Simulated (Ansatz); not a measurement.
## Grüneisen parameters and expansion of TiC (Fm-3m): phonons, V/V0 0.985

Ansatz 0.2.0; DFT PBEsol, scalar-relativistic, plane waves, PAW.

Phonons at this volume give one point of F(V, T); meshes stay fixed along the series.

The database entry behind the starting cell differs from later determinations by our own check (0.1 to 0.3 % short, probably kX units), so it need not match the best structure at ambient conditions.

Input file input.yaml:

```yaml
crystal:
  lattice:
    - [0.0, 2.1358365578, 2.1358365578]
    - [2.1358365578, 0.0, 2.1358365578]
    - [2.1358365578, 2.1358365578, 0.0]
  atoms:
    - { symbol: Ti, position: [0.0, 0.0, 0.0] }
    - { symbol: C, position: [0.5, 0.5, 0.5] }
kpoints:
  mp_grid: { grid: [16, 16, 16] }
hamiltonian:
  xc: pbesol
scf:
  occupations: { method: methfessel_paxton, width: 0.2 }
output:
  eigenvalues: true
phonons:
  method: dfpt
  qmesh: [4, 4, 4]
  temperatures: { t_max: 1000, t_step: 50 }
  qpath:
    path:
      - [[0.0, 0.0, 0.0], [0.5, 0.0, 0.5], [0.625, 0.25, 0.625]]
      - [[0.375, 0.375, 0.75], [0.0, 0.0, 0.0], [0.5, 0.5, 0.5], [0.5, 0.25, 0.75], [0.5, 0.0, 0.5]]
    npoints: 10
```

Launch:

```
$ ansatz run input.yaml --threads 8 --pin off --max-ram 30720MiB --backend cpu --events-out ev --progress --plain --runs-dir out
```

Q: Predict the phonon branches.

With 2 atoms in the cell there are 6 branches, three of them acoustic and zero at Γ. The masses differ by a factor of 4.0 (Ti against C): the 3 top branches, three for each C, split off, and on this path no mode lies between 470 and 544 cm⁻¹.

No LO-TO term. The phonon branches at the labelled points (cm⁻¹):

| point | branch 1 | branch 2 | branch 3 | branch 4 | branch 5 | branch 6 |
| --- | --- | --- | --- | --- | --- | --- |
| Γ | 0 | 0 | 0 | 558 | 558 | 558 |
| halfway | 213 | 213 | 318 | 544 | 544 | 673 |
| X | 304 | 304 | 378 | 551 | 551 | 614 |
| halfway | 306 | 328 | 373 | 558 | 592 | 615 |
| U | 307 | 358 | 379 | 580 | 614 | 666 |
| jump to K | 307 | 358 | 379 | 580 | 614 | 666 |
| halfway | 228 | 230 | 354 | 569 | 597 | 690 |
| Γ | 0 | 0 | 0 | 558 | 558 | 558 |
| halfway | 199 | 199 | 317 | 571 | 571 | 682 |
| L | 279 | 279 | 470 | 597 | 597 | 744 |
| halfway | 301 | 317 | 431 | 598 | 613 | 712 |
| W | 344 | 344 | 367 | 602 | 602 | 668 |
| halfway | 318 | 337 | 368 | 572 | 614 | 614 |
| X | 304 | 304 | 378 | 551 | 551 | 614 |

The phonon branches as a text plot (rows in cm⁻¹):

```
    729 |                                     ********
    698 |                  ******            *        ***
    667 |    *****       **      *          *            ***
    636 |   *     **    *         **       *                **
    605 |  *        *************   *     *    ******************
    574 | *           * ***    *******  *******             ****
    543 |***************          ********                     **
    512 |
    481 |                                        **
    450 |                                      **  ***
    419 |                  ****               *       **
    388 |         ******  *    *                        **     **
    357 |       **      ****    *            *           ******
    326 |      *       *    *               *         **** *****
    295 |         *************  *                ******       **
    264 |    **  *           ***           *   ***
    233 |   *   *               * **         **
    202 |      *                 *        * *
    171 |  * **                   ***      *
    140 |   *                     **     **
    109 |  *                        *
     78 | *                          *  **
     47 | *                          *  *
     16 |*                            **
         Γ           X  U|K            Γ         L        W     X
```

[Logs are printed without paths, hosts, clocks, repeated set-up lines and the standing remarks that a program may print on its own settings, such as how far it seeks lower states.]

[Hosts, paths, dates, database ids (printed as entryN), source tags and the programs' standing remarks are cut or masked in the printed files.]

[A step with changed settings may run another functional than the one named; its input shows which.]

[Of the runs on displaced cells, only some may be shown.]
